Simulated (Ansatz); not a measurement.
# Mg4TeSe3: complex band structure, part 2 of 3

Aim: relax a made-up compound, Mg4TeSe3, and see how good a tunnel barrier it would be. It is built by putting Te for S, Mg for Sr in the Sr4Se3S structure of space group R-3m, with the volume rescaled by atomic radii. The parent structure comes from the Materials Project.

Ansatz 0.2.0; r2SCAN DFT, plane waves, PAW files (the session's first sound run).

So far. Step 2 (Cell and atoms at rest): The largest force component on a free atom ends at 0.0029 eV/Å.

The structure was built from a prototype and need not be the compound's stable phase.

## Step 3: The bulk crystal and its band edges

The energy window and the wavevectors of the next steps follow from the band edges, so these are searched first, off the mesh as well.

input.yaml reads:

```yaml
crystal:
  lattice:
    - [1.9784459425, 1.1422562975, 12.9248757632]
    - [-1.9784459425, 1.1422562975, 12.9248757632]
    - [0.0, -2.2845125949, 12.9248757632]
  atoms:
    - { symbol: Mg, position: [0.8736044362, 0.8736044362, 0.8736044362] }
    - { symbol: Mg, position: [0.1263955638, 0.1263955638, 0.1263955638] }
    - { symbol: Mg, position: [0.3792881923, 0.3792881923, 0.3792881923] }
    - { symbol: Mg, position: [0.6207118077, 0.6207118077, 0.6207118077] }
    - { symbol: Se, position: [0.2472244785, 0.2472244785, 0.2472244785] }
    - { symbol: Se, position: [0.5, 0.5, 0.5] }
    - { symbol: Se, position: [0.7527755215, 0.7527755215, 0.7527755215] }
    - { symbol: Te, position: [0.0, 0.0, 0.0] }
kpoints:
  mp_grid: { grid: [8, 8, 8] }
  band_path: { path: [VBM, CBM], npoints: 30 }
scf:
  occupations: { method: fixed }
hamiltonian:
  xc: r2scan
output:
  eigenvalues: true
  write_potential: true
  write_density: true
  volumetric_format: npy
```

Started as:

```console
ansatz run input.yaml --threads 2 --pin off --max-ram 4096MiB --backend cpu --events-out ev --progress --plain --runs-dir out
```

Numbers of over 12 decimals in the logs are rounded to 6 here.

The log of the run:

```text
[...]
Crystal: 8 atoms, lattice volume = 175.253 Å³
Basis set: ecut = 500 eV, 4445 PW (Γ), FFT grids on a1−a2, a2, −a2+a3, exchange–correlation on 120×384×120 points (64 copies of the dense FFT grid, shifted against one another)
Bands: 63, of which v1, the nominal top of the filled ones, is band 52 counted from 1 (51 counted from 0)
Symmetry: 12 space group operations
[...]
k-points: 65 of 512
[...]
SCF iter   1: F=—  HF=-31145.217847 eV  |F-HF|=—  |Δ(HF+E_count)|=         —  Δρ=6.02e-3  dr2=4.62e-2  dr2_τ=2.15e-2  ethr=1.77e-3  ⟨swp⟩=4.9  Hψ=12521  notcnv=0  defer=540
[...]
SCF iter   7: F=-31145.369129 eV  HF=-31145.369129 eV  |F-HF|=1.37e-9  |Δ(HF+E_count)|=   2.47e-7  Δρ=3.90e-6  dr2=2.95e-8  dr2_τ=4.68e-10  ethr=9.62e-11  ⟨swp⟩=12.7  Hψ=19586  notcnv=0
SCF 1 converged in 7 iterations: F = -31145.369129 eV  dr2 = 2.95e-8
[...]
NSCF: frozen V_eff on 32 k-points
[...]
SCF converged after 7 iterations
Free energy (F): -31145.369129 eV
[...]
Internal energy: -31145.369129 eV  (E = F + TS)
E sigma→0 (E₀):  -31145.369129 eV
Fermi energy:    8.399613 eV
[...]
--- Band table (eV; the first three rows and the last of 65) ---
  k-point 0: bands = [... 48 lower, 6.9015, 7.3677, 8.3996, 8.3996, 10.4163, 11.4641, 11.6668, 13.0751, ... 7 higher]
  k-point 1: bands = [... 48 lower, 6.8357, 7.2442, 7.4717, 8.1859, 11.2330, 12.0480, 12.3153, 12.9202, ... 7 higher]
  k-point 2: bands = [... 48 lower, 6.2164, 6.6119, 7.0763, 7.7455, 11.2765, 11.3515, 12.1415, 12.6681, ... 7 higher]
  k-point 64: bands = [... 48 lower, 6.9114, 6.9114, 8.3977, 8.3977, 11.1665, 11.2431, 11.4830, 13.0243, ... 7 higher]
```

Wall time 60 s (2 threads of AMD EPYC 7R43, shared host); peak memory 1.2 GiB.

Reading the cycles: dr2 is the Hartree energy of the density residual (eV), the measure of convergence; HF is the Harris–Foulkes estimate of the energy, which meets the free energy F at convergence.

This step gave:

* free energy: -31145.3691 eV
* Fermi energy: 8.400 eV
* gap on the k-mesh: 1.041 eV
* gap on path: 1.041 eV, by band count; negative where bands overlap
* direct gap on path: 2.017 eV
* edge places on path: 0, 0.9310 1/A along the path

The electronic bands at the labelled points (eV, zero at the Fermi level (highest filled level under fixed occupations); v1 is the highest filled band, c1 the lowest empty one):

```
  point     v4     v3     v2     v1    c1    c2    c3    c4
    VBM  -1.50  -1.03   0.00   0.00  2.02  3.06  3.27  4.68
halfway  -2.22  -1.81  -1.58  -0.65  2.75  3.18  3.99  4.29
    CBM  -2.59  -2.20  -1.55  -1.13  1.04  2.66  2.76  3.22
```

The searched edges give 1.04 eV, as on the mesh.

## Step 4: Decaying states in the gap

This step: r2SCAN DFT, plane waves, PAW files; complex bands by layer matching along the plane's normal (Ansatz 0.2.0).

The same crystal is laid in a cell whose first two vectors span the (001) plane (indices of the standard conventional cell, whose axes can be ordered otherwise than in the bulk input). At fixed energy and wavevector in the plane the solver finds all kz, real and complex. A few wavevectors are listed, (0, 0), (-0.5, 0) and (0.5, 0) (two of them one point) in units of the plane's reciprocal vectors; the slowest state needn't be among them.

input.yaml reads:

```yaml
crystal:
  lattice:
    - [3.956891885, 0.0, 0.0]
    - [1.978445942, 3.426768892, 0.0]
    - [1.978445942, 1.142256297, 12.924875763]
  atoms:
    - { symbol: Mg, position: [0.1263955638, 0.1263955638, 0.6208133086] }
    - { symbol: Mg, position: [0.8736044362, 0.8736044362, 0.3791866914] }
    - { symbol: Mg, position: [0.6207118077, 0.6207118077, 0.1378645769] }
    - { symbol: Mg, position: [0.3792881923, 0.3792881923, 0.8621354231] }
    - { symbol: Se, position: [0.7527755215, 0.7527755215, 0.7416734355] }
    - { symbol: Se, position: [0.5, 0.5, 0.5] }
    - { symbol: Se, position: [0.2472244785, 0.2472244785, 0.2583265645] }
    - { symbol: Te, position: [0.0, 0.0, 0.0] }
kpoints:
  mp_grid: { grid: [8, 8, 8] }
scf:
  occupations: { method: fixed }
hamiltonian:
  xc: r2scan
output:
  eigenvalues: true
  transmission:
    leads: [[0, 0]]
    kpoints: [[0.0, 0.0], [-0.5, 0.0], [0.5, 0.0]]
    e_range: [-1.0, 2.04]
    de: 0.08
```

The log of the run:

```text
[...]
Crystal: 8 atoms, lattice volume = 175.253 Å³
Basis set: ecut = 500 eV, 4445 PW (Γ), exchange–correlation on 120×120×384 points (64 copies of the dense FFT grid, shifted against one another)
Bands: 63, of which v1, the nominal top of the filled ones, is band 52 counted from 1 (51 counted from 0)
Symmetry: 12 space group operations
[...]
k-points: 65 of 512
[...]
SCF iter   1: F=—  HF=-31145.218049 eV  |F-HF|=—  |Δ(HF+E_count)|=         —  Δρ=6.01e-3  dr2=4.61e-2  dr2_τ=2.15e-2  ethr=1.77e-3  ⟨swp⟩=4.9  Hψ=12483  notcnv=0  defer=547
[...]
SCF iter   7: F=-31145.369129 eV  HF=-31145.369129 eV  |F-HF|=4.07e-10  |Δ(HF+E_count)|=   2.49e-7  Δρ=3.96e-6  dr2=3.06e-8  dr2_τ=4.92e-10  ethr=9.62e-11  ⟨swp⟩=12.8  Hψ=20312  notcnv=0
SCF 1 converged in 7 iterations: F = -31145.369129 eV  dr2 = 3.06e-8
[...]
transmission: 18 of 54 steps passed
transmission: 36 of 54 steps passed
transmission: 54 of 54 steps passed
SCF converged after 7 iterations
Free energy (F): -31145.369129 eV
[...]
Internal energy: -31145.369129 eV  (E = F + TS)
E sigma→0 (E₀):  -31145.369129 eV
Fermi energy:    8.399614 eV
[...]
--- Band table (eV; the first three rows and the last of 65) ---
  k-point 0: bands = [... 48 lower, 6.9015, 7.3677, 8.3996, 8.3996, 10.4163, 11.4641, 11.6668, 13.0751, ... 7 higher]
  k-point 1: bands = [... 48 lower, 6.9030, 7.2719, 8.3993, 8.3993, 10.4945, 11.4643, 11.6420, 13.0713, ... 7 higher]
  k-point 2: bands = [... 48 lower, 6.9066, 7.0141, 8.3987, 8.3987, 10.6958, 11.4617, 11.5675, 13.0573, ... 7 higher]
  k-point 64: bands = [... 48 lower, 5.8244, 5.8697, 5.9365, 6.3348, 10.6630, 11.9536, 12.0421, 12.4313, ... 7 higher]
--- Transmission ---
  basis      : 151 plane waves across, 18 finite elements along
  points     : 3, as listed
  energies   : 39 from -1.000000 to 2.040000 eV about the Fermi level, 0.080000 eV apart; the leads are filled to 0.520298 eV, and channels, transmission and decay are at 0.520000 eV
  crystal 0  : Te1Mg4Se3, at the sites [0, 0], period 12.9249 Å: whole cells are its period
    offset         : up to 0.0000 Å between an atom of the period and one for which it stands
    channels       : 0.000000e0 a spin
    conductance    : none, the energies end too early or step too widely for 300 K: set another output.transmission.e_range or a lower de, or, where they end at an eighth of basis.ecutwfc, a higher one
    slowest decay  : 0.1719 /Å at (0.0000, 0.0000)
```

Run time: 38 s. Hardware: 2 threads; peak memory 1.2 GiB; 75 s of CPU time.

Numbers from this step:

```yaml
level_to_which_the_leads_are_filled: 0.5203 eV from the Fermi level
decay_constant_at_the_filling_level_zone_centre: 0.1719 Å⁻¹
decay_constant_at_the_filling_level_slowest_listed_point: 0.1719 Å⁻¹
```

K parallel (0, 0); values up to 1.394 1/Å, a degenerate pair printed once or twice; energies at which all values exceed this have no row. Im kz of the slowest decaying states against energy, zero at the highest filled level on the SCF mesh:

```csv
energy (eV),decay 1 (Å⁻¹),decay 2 (Å⁻¹),decay 3 (Å⁻¹),decay 4 (Å⁻¹)
-1.00,0.0344,0.479,1.13,1.16
-0.76,0.0963,0.505,1.11,1.13
-0.60,0.118,0.508,1.10,1.11
-0.36,0.140,0.492,1.08,1.09
-0.12,0.156,0.421,1.06,1.07
-0.04,0.159,0.339,1.05,1.06
0.12,0.165,0.432,1.04,1.04
0.28,0.169,0.501,1.02,1.03
0.52,0.172,0.552,0.998,1.01
0.76,0.170,0.581,0.974,1.01
0.92,0.167,0.594,0.958,0.993
1.16,0.158,0.608,0.933,0.963
1.40,0.143,0.616,0.907,0.932
1.64,0.119,0.620,0.880,0.899
1.80,0.0936,0.621,0.861,0.876
2.04,0.620,0.832,0.839,-
```

K parallel (-0.5, 0); values up to 1.394 1/Å, a degenerate pair printed once or twice; energies at which all values exceed this have no row. Table of Im kz of the slowest decaying states by energy, zero at the highest filled level on the SCF mesh:

```csv
energy (eV),decay 1 (Å⁻¹),decay 2 (Å⁻¹),decay 3 (Å⁻¹),decay 4 (Å⁻¹)
-1.00,0.180,0.232,0.259,0.841
-0.76,0.207,0.257,0.323,0.810
-0.60,0.220,0.255,0.357,0.789
-0.36,0.236,0.247,0.393,0.757
-0.12,0.236,0.248,0.418,0.723
-0.04,0.231,0.251,0.425,0.712
0.12,0.220,0.256,0.436,0.688
0.28,0.206,0.259,0.445,0.664
0.52,0.179,0.262,0.455,0.627
0.76,0.137,0.263,0.462,0.588
0.92,0.0927,0.262,0.464,0.562
1.16,0.258,0.466,0.521,-
1.40,0.252,0.465,0.479,-
1.64,0.00869,0.243,0.437,0.462
1.80,0.236,0.408,0.459,-
2.04,0.223,0.366,0.452,-
```

K parallel (0.5, 0); values up to 1.394 1/Å, a degenerate pair printed once or twice; energies at which all values exceed this have no row. The Im kz of the slowest decaying states by energy, zero at the highest filled level on the SCF mesh:

| energy (eV) | decay 1 (Å⁻¹) | decay 2 (Å⁻¹) | decay 3 (Å⁻¹) | decay 4 (Å⁻¹) |
| --- | --- | --- | --- | --- |
| -1.00 | 0.180 | 0.232 | 0.259 | 0.841 |
| -0.84 | 0.199 | 0.258 | 0.300 | 0.821 |
| -0.76 | 0.207 | 0.257 | 0.323 | 0.810 |
| -0.60 | 0.220 | 0.255 | 0.357 | 0.789 |
| -0.52 | 0.226 | 0.253 | 0.371 | 0.779 |
| -0.36 | 0.236 | 0.247 | 0.393 | 0.757 |
| -0.28 | 0.240 | 0.244 | 0.403 | 0.746 |
| -0.12 | 0.236 | 0.248 | 0.418 | 0.723 |
| -0.04 | 0.231 | 0.251 | 0.425 | 0.712 |
| 0.12 | 0.220 | 0.256 | 0.436 | 0.688 |
| 0.20 | 0.214 | 0.258 | 0.441 | 0.676 |
| 0.36 | 0.198 | 0.261 | 0.449 | 0.652 |
| 0.44 | 0.189 | 0.262 | 0.452 | 0.639 |
| 0.60 | 0.167 | 0.263 | 0.458 | 0.614 |
| 0.68 | 0.153 | 0.263 | 0.460 | 0.601 |
| 0.84 | 0.118 | 0.262 | 0.463 | 0.575 |
| 0.92 | 0.0927 | 0.262 | 0.464 | 0.562 |
| 1.08 | 0.260 | 0.466 | 0.535 | - |
| 1.16 | 0.258 | 0.466 | 0.521 | - |
| 1.32 | 0.254 | 0.466 | 0.493 | - |
| 1.40 | 0.252 | 0.465 | 0.479 | - |
| 1.56 | 0.246 | 0.451 | 0.463 | - |
| 1.64 | 0.00869 | 0.243 | 0.437 | 0.462 |
| 1.80 | 0.236 | 0.408 | 0.459 | - |
| 1.88 | 0.232 | 0.394 | 0.457 | - |
| 2.04 | 0.223 | 0.366 | 0.452 | - |

At +0.52 eV, the grid energy nearest the filling level (the middle of the gap on the SCF mesh), the slowest state at the listed wavevectors decays with κ = 0.172 Å⁻¹, its amplitude falling by e over 5.8 Å. Through 1 nm of this crystal that state's transmission falls by exp(−2 × 0.172 Å⁻¹ × 10 Å) = 0.032.

## Step 5: Decay over the two-dimensional zone

The listed points could miss the slowest state, so one energy near mid-gap is solved on a mesh of 12×12.

Changes to input.yaml since step 4:

```diff
@@ -22,6 +22,2 @@
   eigenvalues: true
-  transmission:
-    leads: [[0, 0]]
-    kpoints: [[0.0, 0.0], [-0.5, 0.0], [0.5, 0.0]]
-    e_range: [-1.0, 2.04]
-    de: 0.08
+  transmission: { leads: [[0, 0]], kmesh: [12, 12], e_range: [0.52, 0.53], de: 0.05 }
```

The log of the run:

```text
[...]
Crystal: 8 atoms, lattice volume = 175.253 Å³
Basis set: ecut = 500 eV, 4445 PW (Γ), exchange–correlation on 120×120×384 points (64 copies of the dense FFT grid, shifted against one another)
Bands: 63, of which v1, the nominal top of the filled ones, is band 52 counted from 1 (51 counted from 0)
Symmetry: 12 space group operations
[...]
k-points: 65 of 512
[...]
SCF iter   1: F=—  HF=-31145.218049 eV  |F-HF|=—  |Δ(HF+E_count)|=         —  Δρ=6.01e-3  dr2=4.61e-2  dr2_τ=2.15e-2  ethr=1.77e-3  ⟨swp⟩=4.9  Hψ=12483  notcnv=0  defer=547
[...]
SCF iter   7: F=-31145.369129 eV  HF=-31145.369129 eV  |F-HF|=4.07e-10  |Δ(HF+E_count)|=   2.49e-7  Δρ=3.96e-6  dr2=3.06e-8  dr2_τ=4.92e-10  ethr=9.62e-11  ⟨swp⟩=12.8  Hψ=20312  notcnv=0
SCF 1 converged in 7 iterations: F = -31145.369129 eV  dr2 = 3.06e-8
[...]
transmission: 72 of 342 steps passed
transmission: 144 of 342 steps passed
[...]
transmission: 342 of 342 steps passed
SCF converged after 7 iterations
Free energy (F): -31145.369129 eV
[...]
Internal energy: -31145.369129 eV  (E = F + TS)
E sigma→0 (E₀):  -31145.369129 eV
Fermi energy:    8.399614 eV
[...]
--- Band table (eV; the first three rows and the last of 65) ---
  k-point 0: bands = [... 48 lower, 6.9015, 7.3677, 8.3996, 8.3996, 10.4163, 11.4641, 11.6668, 13.0751, ... 7 higher]
  k-point 1: bands = [... 48 lower, 6.9030, 7.2719, 8.3993, 8.3993, 10.4945, 11.4643, 11.6420, 13.0713, ... 7 higher]
  k-point 2: bands = [... 48 lower, 6.9066, 7.0141, 8.3987, 8.3987, 10.6958, 11.4617, 11.5675, 13.0573, ... 7 higher]
  k-point 64: bands = [... 48 lower, 5.8244, 5.8697, 5.9365, 6.3348, 10.6630, 11.9536, 12.0421, 12.4313, ... 7 higher]
--- Transmission ---
  basis      : 151 plane waves across, 18 finite elements along
  points     : 19, standing for a mesh of 12 x 12
  energies   : 1 from 0.520000 to 0.520000 eV about the Fermi level; the leads are filled to 0.520298 eV, and channels, transmission and decay are at 0.520000 eV
[...]
channels       : 0.000000e0 a spin
    conductance    : none, crystal 0 has no channel at the energies, or these end too early or step too widely for 300 K: set another output.transmission.e_range or a lower de, or, where they end at an eighth of basis.ecutwfc, a higher one
    slowest decay  : 0.1719 /Å at (0.0000, 0.0000)
```

Run time: 37 s. Hardware: 2 threads; peak memory 1.2 GiB; 73 s of CPU time.

This step gave:

- least decay constant on the mesh: 0.1719 Å⁻¹

Slowest decay constant (1/Å; 0 where a channel is open) over k1 and k2. At 0.5200 eV from the Fermi level.

Ten even steps from '0' (0.172) to '9' (0.334):
```
245542258852
557555589855
755788688688
545898555898
225885225885
025652025652
258852258852
589855589854
788688688755
555898555575
225885224554
025752025752
```
Columns: k1 (b1) from -0.5 to 0.417; rows upwards: k2 (b2) from -0.5 to 0.417.

The least value on the mesh is 0.172 Å⁻¹ at +0.52 eV. At that energy the listed points give about 0.172 Å⁻¹ by interpolation, so the mesh holds no clearly slower state.

## Step 6: Band edges at another level, cutoff 420 eV

This step: PBEsol DFT, plane waves, PAW files (Ansatz 0.2.0).

The edges again with PBEsol, at the same atoms. Against that run the cutoff is 420 eV against 500.

input.yaml reads:

```yaml
crystal:
  lattice:
    - [1.9784459425, 1.1422562975, 12.9248757632]
    - [-1.9784459425, 1.1422562975, 12.9248757632]
    - [0.0, -2.2845125949, 12.9248757632]
  atoms:
    - { symbol: Mg, position: [0.8736044362, 0.8736044362, 0.8736044362] }
    - { symbol: Mg, position: [0.1263955638, 0.1263955638, 0.1263955638] }
    - { symbol: Mg, position: [0.3792881923, 0.3792881923, 0.3792881923] }
    - { symbol: Mg, position: [0.6207118077, 0.6207118077, 0.6207118077] }
    - { symbol: Se, position: [0.2472244785, 0.2472244785, 0.2472244785] }
    - { symbol: Se, position: [0.5, 0.5, 0.5] }
    - { symbol: Se, position: [0.7527755215, 0.7527755215, 0.7527755215] }
    - { symbol: Te, position: [0.0, 0.0, 0.0] }
kpoints:
  mp_grid: { grid: [8, 8, 8] }
  band_path: { path: [VBM, CBM], npoints: 30 }
scf:
  occupations: { method: fixed }
hamiltonian:
  xc: pbesol
output:
  eigenvalues: true
```

The log of the run:

```text
[...]
Crystal: 8 atoms, lattice volume = 175.253 Å³
Basis set: ecut = 420 eV, 3451 PW (Γ), FFT grids on a1−a3, a2−a3, a3
Bands: 63, of which v1, the nominal top of the filled ones, is band 52 counted from 1 (51 counted from 0)
Symmetry: 12 space group operations
[...]
k-points: 65 of 512
[...]
SCF iter   1: F=—  HF=-30831.400125 eV  |F-HF|=—  |Δ(HF+E_count)|=         —  Δρ=2.76e-3  dr2=2.44e-2  ethr=1.77e-3  ⟨swp⟩=5.1  Hψ=14334  notcnv=0  defer=540
[...]
SCF iter   7: F=-30831.391452 eV  HF=-30831.391452 eV  |F-HF|=8.41e-9  |Δ(HF+E_count)|=   3.39e-8  Δρ=2.02e-6  dr2=1.45e-8  ethr=9.62e-11  ⟨swp⟩=13.0  Hψ=20340  notcnv=0
SCF 1 converged in 7 iterations: F = -30831.391452 eV  dr2 = 1.45e-8
[...]
SCF converged after 7 iterations
Free energy (F): -30831.391452 eV
[...]
Internal energy: -30831.391452 eV  (E = F + TS)
E sigma→0 (E₀):  -30831.391452 eV
Fermi energy:    8.469148 eV
[...]
--- Band table (eV; the first three rows and the last of 65) ---
  k-point 0: bands = [... 48 lower, 7.0736, 7.5123, 8.4691, 8.4691, 9.6112, 10.8240, 10.9930, 12.2868, ... 7 higher]
  k-point 1: bands = [... 48 lower, 7.0132, 7.3626, 7.5376, 8.2611, 10.5160, 11.4380, 11.6645, 12.3474, ... 7 higher]
  k-point 2: bands = [... 48 lower, 6.3487, 6.7928, 7.2202, 7.8343, 10.7238, 10.8105, 11.4657, 12.1314, ... 7 higher]
  k-point 64: bands = [... 48 lower, 7.0832, 7.0832, 8.4671, 8.4671, 10.4506, 10.5654, 10.8441, 12.2140, ... 7 higher]
```

Wall time 30 s (2 threads); peak memory 0.81 GiB.

Numbers from this step:

```
free energy        : -30831.3915 eV
Fermi energy       : 8.469 eV
gap on the k-mesh  : 0.4429 eV
gap on path        : 0.4429 eV, by band count; negative where bands overlap
direct gap on path : 1.142 eV
```

Electronic bands along the path, in eV, zero at the Fermi level (highest filled level under fixed occupations); v1 is the highest filled band, c1 the lowest empty one:

| point | v4 | v3 | v2 | v1 | c1 | c2 | c3 | c4 |
| --- | --- | --- | --- | --- | --- | --- | --- | --- |
| VBM | -1.40 | -0.96 | 0.00 | 0.00 | 1.14 | 2.35 | 2.52 | 3.82 |
| halfway | -2.11 | -1.71 | -1.51 | -0.62 | 2.14 | 2.56 | 3.27 | 3.60 |
| CBM | -2.48 | -2.09 | -1.46 | -1.08 | 0.44 | 2.07 | 2.14 | 2.58 |

The searched edges give 0.443 eV, as on the mesh.

Between step 3 and this run (PBEsol and cutoff 420 eV) the value for the gap on the k-mesh moves from 1.04 eV to 0.443 eV.

[end of part 2 of 3]

[Logs are printed without paths, hosts, clocks, repeated set-up lines and the standing remarks that a program may print on its own settings, such as how far it seeks lower states.]

[Hosts, paths, dates, database ids (printed as entryN), source tags and the programs' standing remarks are cut or masked in the printed files.]
